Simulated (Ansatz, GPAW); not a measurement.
# Ni2TeSe (model structure): optical spectrum from first principles, part 2 of 3

Aim: the dielectric function of Ni2TeSe (model structure), and the optical constants that follow from it. The cell was made here by substitution or stacking, whether or not such a phase is known. It was built so: 1 of the 2 Se atoms of the cell replaced by Te in the P6_3/mmc structure of NiSe. The cell is first relaxed with Ansatz.

GPAW 26.7.0; DFT, RPBE, plane-wave PAW (GPAW data sets), scalar-relativistic, RPA, optical limit.

So far: The structure; Relaxation.

**3. Ground state**

The self-consistent density comes first; it also tells whether there is a gap, which decides the occupations and the need for a Drude term.

This step: DFT, RPBE, plane-wave PAW (GPAW data sets), scalar-relativistic, ground state (GPAW 26.7.0).

gs.py

```python
from ase import Atoms
from ase.dft.bandgap import bandgap
from gpaw import GPAW, PW, FermiDirac

atoms = Atoms(['Te', 'Se', 'Ni', 'Ni'],
              cell=[[3.910265638831, 0.000000000000, 0.000000000000],
                    [-1.955132819416, 3.386389378773, 0.000000000000],
                    [0.000000000000, 0.000000000000, 5.315520883100]],
              scaled_positions=[[0.666666666667, 0.333333333333, 0.750000000000],
                                [0.333333333333, 0.666666666667, 0.250000000000],
                                [0.000000000000, 0.000000000000, 0.492715426700],
                                [1.000000000000, 1.000000000000, 0.007284573300]],
              pbc=[True, True, True])
atoms.set_initial_magnetic_moments([0.0, 0.0, 1.0, 1.0])
atoms.calc = GPAW(mode=PW(450), xc='RPBE', kpts={'size': (7, 7, 4), 'gamma': True},
                  occupations=FermiDirac(0.05), maxiter=150, txt='gs.txt')
print('energy (eV)', atoms.get_potential_energy())
print('Fermi level (eV)', atoms.calc.get_fermi_level())
print('valence electrons', atoms.calc.get_number_of_electrons())
print('gap (eV)', bandgap(atoms.calc, output=None)[0])
print('direct gap (eV)', bandgap(atoms.calc, direct=True, output=None)[0])
print('moments', atoms.get_magnetic_moments().round(3).tolist())
atoms.calc.write('gs.gpw')
```

Command:

```bash
$ OMP_NUM_THREADS=1 python gs.py
```

Numbers of over 12 decimals in the logs are rounded to 6 here.

The program printed:

```text
__  _  _
 | _ |_)|_||  |
 |__||  | ||/\| - 26.7.0

Versions:
  Python: 3.12.14
  ASE:    3.29.0
  Numpy:  2.5.5
  Scipy:  1.18.1
  Libxc:  7.0.0

Input parameters:
  mode=PW(ecut=450.000000),
  kpts=MonkhorstPack(size=(7, 7, 4), gamma=True),
  maxiter=150,
  occupations=Occupations(name='fermi-dirac', width=0.05, fixmagmom=False),
  xc=XC(name='RPBE')

Diagonalizing LCAO Hamiltonian
Converting LCAO to pw mode

             Te

       NiSe
               Ni

Atoms  # Å, Bohr magnetons
|   | symbol |         x |        y |        z |    initial magnetic moments |
| 0 |     Te |  1.955133 | 1.128796 | 3.986641 | ( 0.0000,  0.0000,  0.0000) |
| 1 |     Se | -0.000000 | 2.257593 | 1.328880 | ( 0.0000,  0.0000,  0.0000) |
| 2 |     Ni |  0.000000 | 0.000000 | 2.619039 | ( 0.0000,  0.0000,  1.0000) |
| 3 |     Ni |  1.955133 | 3.386389 | 0.038721 | ( 0.0000,  0.0000,  1.0000) |

Unit cell  # Å
| periodic |         x |        y |        z |  lengths |     angles |
|      yes |  3.910266 | 0.000000 | 0.000000 | 3.910266 |  90.000000 |
|      yes | -1.955133 | 3.386389 | 0.000000 | 3.910266 |  90.000000 |
|      yes |  0.000000 | 0.000000 | 5.315521 | 5.315521 | 120.000000 |

Number of symmetries: 6
Symmetry operations  # r_c * U_cc + t_c -> r_c
|   | kind |            matrix            |
| 0 |  σ   |  1, 1, 0,  0,-1, 0,  0, 0, 1 |
| 1 |  E   |  1, 0, 0,  0, 1, 0,  0, 0, 1 |
| 2 |  C3  |  0, 1, 0, -1,-1, 0,  0, 0, 1 |
| 3 |  σ   |  0,-1, 0, -1, 0, 0,  0, 0, 1 |
| 4 |  σ   | -1, 0, 0,  1, 1, 0,  0, 0, 1 |
| 5 |  C3  | -1,-1, 0,  1, 0, 0,  0, 0, 1 |

BZ-sampling:
  Number of BZ points: 196
  Number of IBZ points: 28

  Monkhorst-Pack size: [7, 7, 4]
  Monkhorst-Pack shift: [0.0, 0.0, 0.125]

K-points  # in reciprocal-cell coordinates
|     |                                coordinates |     weight |
|   0 | (  0.00000000,   0.00000000,   0.00000000) | 0.00510204 |
|   1 | (  0.00000000,   0.00000000,   0.25000000) | 0.01020408 |
|   2 | (  0.00000000,   0.00000000,   0.50000000) | 0.00510204 |
|   3 | (  0.14285714,   0.00000000,  -0.25000000) | 0.03061224 |
|   4 | (  0.14285714,   0.00000000,   0.00000000) | 0.03061224 |
|   5 | (  0.14285714,   0.00000000,   0.25000000) | 0.03061224 |
|   6 | (  0.14285714,   0.00000000,   0.50000000) | 0.03061224 |
|   7 | (  0.28571429,  -0.14285714,   0.00000000) | 0.03061224 |
|   8 | (  0.28571429,  -0.14285714,   0.25000000) | 0.06122449 |
|   9 | (  0.28571429,  -0.14285714,   0.50000000) | 0.03061224 |
| ... |                                            |            |
|  27 | (  0.42857143,   0.42857143,   0.50000000) | 0.03061224 |

Plane wave coefficients: 1544
Cutoff: 450.000000 eV

Spin-components: 2 (collinear spins)
Bands:           32
Projectors:      22
Spin-degeneracy: 1
Datatype:        complex128

Parallelization:
  kpt:    1
  domain: 1
  band:   1

Density:
  Valence electrons: 44.0
  Components: 2
  Grid points: [20 20 27]
  Charge: 0.0  # |e|

Potential:
  Grid points: [20 20 27]

species:
  Te:
    name:    Tellurium
    id:
    Z:       52.0
    valence: 6
    core:    46
    charge:  0.0  # [|e|]
    compensation charges:
      type: gauss
      rc: 0.36  # [Å]
      lmax: 2
    cutoffs:
      filter: 2.09  # [Å]
      core: 3.17  # [Å]
    projectors
    | kind |    occ | energy [eV] | rcut [Å] |
    |   5s |  2.000 |     -15.026 |    1.180 |
    |   5p |  4.000 |      -5.917 |    1.196 |
    |    s |        |      12.185 |    1.180 |
    |    p |        |      21.294 |    1.196 |
    |    d |        |       0.000 |    1.238 |

    Using partial waves for Te as LCAO basis

  Se:
    name:    Selenium
    id:
    Z:       34.0
    valence: 6
    core:    28
    charge:  0.0  # [|e|]
    compensation charges:
      type: gauss
      rc: 0.27  # [Å]
      lmax: 2
    cutoffs:
      filter: 1.77  # [Å]
      core: 2.67  # [Å]
    projectors
    | kind |    occ | energy [eV] | rcut [Å] |
    |   4s |  2.000 |     -17.221 |    0.847 |
    |   4p |  4.000 |      -6.481 |    1.005 |
    |    s |        |       9.991 |    0.847 |
    |    p |        |      20.730 |    1.005 |
    |    d |        |       0.000 |    0.847 |

    Using partial waves for Se as LCAO basis

  Ni:
    name:    Nickel
    id:
    Z:       28.0
    valence: 16
    core:    12
    charge:  0.0  # [|e|]
    compensation charges:
      type: gauss
      rc: 0.36  # [Å]
      lmax: 2
    cutoffs:
      filter: 2.14  # [Å]
      core: 1.98  # [Å]
    projectors
    | kind |    occ | energy [eV] | rcut [Å] |
    |   4s |  2.000 |      -5.557 |    1.164 |
    |   3p |  6.000 |     -71.403 |    1.207 |
    |   4p |  0.000 |      -1.222 |    1.207 |
    |   3d |  8.000 |      -8.814 |    1.138 |
    |    s |        |      21.654 |    1.164 |
    |    d |        |      18.397 |    1.138 |

    Using partial waves for Ni as LCAO basis

Reference energy: -333656.818122  # eV

eigensolver:
  PPCG
  Converge bands: occupied
  niter=2

density mixing:
  MSR1-Mixer
  Pratt-step length: 0.05
  Maximum mixing coefficient: 0.75
  Old densities: 10
  SVD Regularization: 0.005
  Good broyden scale: 1.0
  Trust region scale: 1.0
  Backstep threshold: 4.0
  History deletion threshold: 6.0
  Fourier metric: weight=20.0, sigma=0.015

occupation numbers:
  Fermi-Dirac:
    width: 0.0500  # eV

poisson solver:
  ecut: 3600.000000  # eV

xc functional:
  name: RPBE with 2 nearest neighbor stencil

convergence criteria:
- Maximum [total energy] change in last 3 cyles: 0.0005 eV / valence electron
- Maximum integral of absolute [dens]ity change: 0.0001 electrons / valence electron
- Maximum integral of absolute [eigenst]ate change: 4e-08 eV^2 / valence electron
maximum number of iterations: 150

SCF iterations
|iter     |      energy | eigst |  dens |  magmom |
|iter:   1||  -22.942367 | +0.28 |       |  +2.0013|
|iter:   2||  -21.142723 | -1.56 | -0.88 |  +1.9218|
|iter:   3||  -20.007468 | -1.28 | -1.00 |  +1.5743|
|iter:   4||  -20.046811 | -2.31 | -1.41 |  +1.3597|
|iter:   5||  -20.108740 | -2.25 | -1.45 |  +0.8348|
|iter:   6||  -20.140247 | -3.12 | -1.88 |  +0.3992|
|iter:   7||  -20.164011 | -3.30 | -2.20 |  +0.2331|
|iter:   8||  -20.156186 | -3.16 | -2.00 |  +0.2160|
|iter:   9||  -20.147209c| -3.64 | -2.09 |  +0.1346|
|iter:  10||  -20.148143c| -4.03 | -2.49 |  +0.0538|
|iter:  11||  -20.148443c| -4.96 | -2.92 |  +0.0345|
|iter:  12||  -20.148523c| -5.50 | -3.33 |  +0.0116|
|iter:  13||  -20.148532c| -6.59 | -3.89 |  +0.0054|
|iter:  14||  -20.148535c| -7.08 | -4.24c|  +0.0010|
|iter:  15||  -20.148535c| -7.71c| -4.89c|  +0.0003|

Converged in 15 steps
SCF loop duration: 53.112 s (3.541 s/step)
Energy contributions relative to reference atoms: (reference = -333656.818122)

Energy contributions:
  Kinetic:          28.727286
  Coulomb:         -22.500811
  Zero:              0.265242
  External:          0.000000
  Xc:              -26.626829
  Entropy:          -0.026847
  Spinorbit:         0.000000
  ----------------------------
  Free energy:     -20.161959
  Extrapolated:    -20.148535

dipole moment: (-6.841096, -14.103241, -9.571583)  # |e|*Ang

Total magnetic moment: (0.000000, 0.000000, 0.000339)

Local magnetic moments
|        x |        y |         z |
| 0.000000 | 0.000000 |  0.000036 |  # Te   0
| 0.000000 | 0.000000 | -0.000017 |  # Se   1
| 0.000000 | 0.000000 |  0.000089 |  # Ni   2
| 0.000000 | 0.000000 |  0.000104 |  # Ni   3

Fermi level: 8.366
Eigenvalues  # (at kpt = [0.000, 0.000, 0.000])
| band index |      eig [eV] | occ [0-1] |      eig [eV] | occ [0-1] |
|          0 |       -55.118 |     1.000 |       -55.118 |     1.000 |
|        ... |               |           |               |           |
|         13 |         6.206 |     1.000 |         6.206 |     1.000 |
|         14 |         6.567 |     1.000 |         6.567 |     1.000 |
|         15 |         6.567 |     1.000 |         6.567 |     1.000 |
|         16 |         7.209 |     1.000 |         7.209 |     1.000 |
|         17 |         7.209 |     1.000 |         7.209 |     1.000 |
|         18 |         7.297 |     1.000 |         7.298 |     1.000 |
|         19 |         7.298 |     1.000 |         7.298 |     1.000 |
|         20 |         8.335 |     0.653 |         8.335 |     0.654 |
|         21 |         9.083 |     0.000 |         9.083 |     0.000 |
|         22 |         9.858 |     0.000 |         9.858 |     0.000 |
|         23 |         9.858 |     0.000 |         9.858 |     0.000 |
|         24 |        10.477 |     0.000 |        10.477 |     0.000 |
|         25 |        11.988 |     0.000 |        11.988 |     0.000 |
|         26 |        14.026 |     0.000 |        14.026 |     0.000 |
|         27 |        14.026 |     0.000 |        14.026 |     0.000 |
|         28 |        16.667 |     0.000 |        16.668 |     0.000 |
|        ... |               |           |               |           |
|         31 |        18.275 |     0.000 |        18.275 |     0.000 |

No gap
No difference between direct/indirect transitions

--- standard output ---
energy (eV) -20.148535
Fermi level (eV) 8.366491
valence electrons 44.0
gap (eV) 0.0
direct gap (eV) 0.0
moments [0.0, -0.0, 0.0, 0.0]
```

Wall time 60 s (1 thread of Intel Xeon 6975P-C (Granite Rapids), shared host); peak memory 0.21 GiB.

Read-outs, printed or worked out from the files:

```
energy       : -20.15 eV
Fermi energy : 8.366 eV
electrons    : 44
```

There are states at the Fermi level within the smearing, so the occupations stay smeared and the carriers get a Drude term.

**4. Bands for the response**

The response needs many more empty bands than the density does.

This step: DFT, RPBE, plane-wave PAW (GPAW data sets), scalar-relativistic, bands at fixed density (GPAW 26.7.0).

nscf.py

```python
from ase.dft.bandgap import bandgap
from gpaw import GPAW, FermiDirac

calc = GPAW('gs.gpw').fixed_density(kpts={'size': (10, 10, 6), 'gamma': True}, nbands=63, convergence={'bands': 57},
                                    occupations=FermiDirac(0.05), txt='nscf.txt')
print('gap (eV)', bandgap(calc, output=None)[0])
print('direct gap (eV)', bandgap(calc, direct=True, output=None)[0])
print('top band over the Fermi level (eV)', min(calc.get_eigenvalues(kpt=k)[56] for k in range(len(calc.get_ibz_k_points()))) - calc.get_fermi_level())
calc.write('full.gpw', mode='all')
```

Command:

```bash
$ OMP_NUM_THREADS=1 python nscf.py
```

The program printed:

```text
Diagonalizing LCAO Hamiltonian
Converting LCAO to pw mode
convergence criteria:
- Maximum integral of absolute [eigenst]ate change: 4e-08 eV^2 / valence electron
maximum number of iterations: 150

SCF iterations
|iter     |      energy | eigst |  dens |  magmom |
|iter:   1||             | +3.19 |       |  +0.0003|
|iter:   2||             | +2.25 |       |  +0.0003|
|iter:   3||             | +1.30 |       |  +0.0003|
|iter:   4||             | +0.22 |       |  +0.0003|
|iter:   5||             | -0.57 |       |  +0.0003|
|iter:   6||             | -1.43 |       |  +0.0003|
|iter:   7||             | -2.17 |       |  +0.0003|
|iter:   8||             | -2.95 |       |  +0.0003|
|iter:   9||             | -3.65 |       |  +0.0003|
|iter:  10||             | -4.42 |       |  +0.0003|
|iter:  11||             | -5.14 |       |  +0.0003|
|iter:  12||             | -5.87 |       |  +0.0003|
|iter:  13||             | -6.54 |       |  +0.0003|
|iter:  14||             | -7.17 |       |  +0.0003|
|iter:  15||             | -7.56c|       |  +0.0003|
SCF steps: 15
  __  _  _
 | _ |_)|_||  |
 |__||  | ||/\| - 26.7.0

Versions:
  Python: 3.12.14
  ASE:    3.29.0
  Numpy:  2.5.5
  Scipy:  1.18.1
  Libxc:  7.0.0

Input parameters:
  mode=PW(ecut=450.000000),
  convergence={'bands': 57},
  gpts=array([20, 20, 27]),
  kpts=MonkhorstPack(size=(10, 10, 6), gamma=True),
  maxiter=150,
  nbands=63,
  occupations=Occupations(name='fermi-dirac', width=0.05, fixmagmom=False),
  parallel={},
  xc=XC(name='RPBE')

--- standard output ---
gap (eV) 0.0
direct gap (eV) 0.0
top band over the Fermi level (eV) 26.955678
```

Wall time 3.4 min (1 thread); peak memory 0.43 GiB.

[end of part 2 of 3]

[Machine, clock and banner lines and Python warnings are left out of the logs.]

[Logs are printed without paths, hosts, clocks, repeated set-up lines and the standing remarks that a program may print on its own settings, such as how far it seeks lower states.]

[Hosts, paths, dates, database ids (printed as entryN), source tags and the programs' standing remarks are cut or masked in the printed files.]
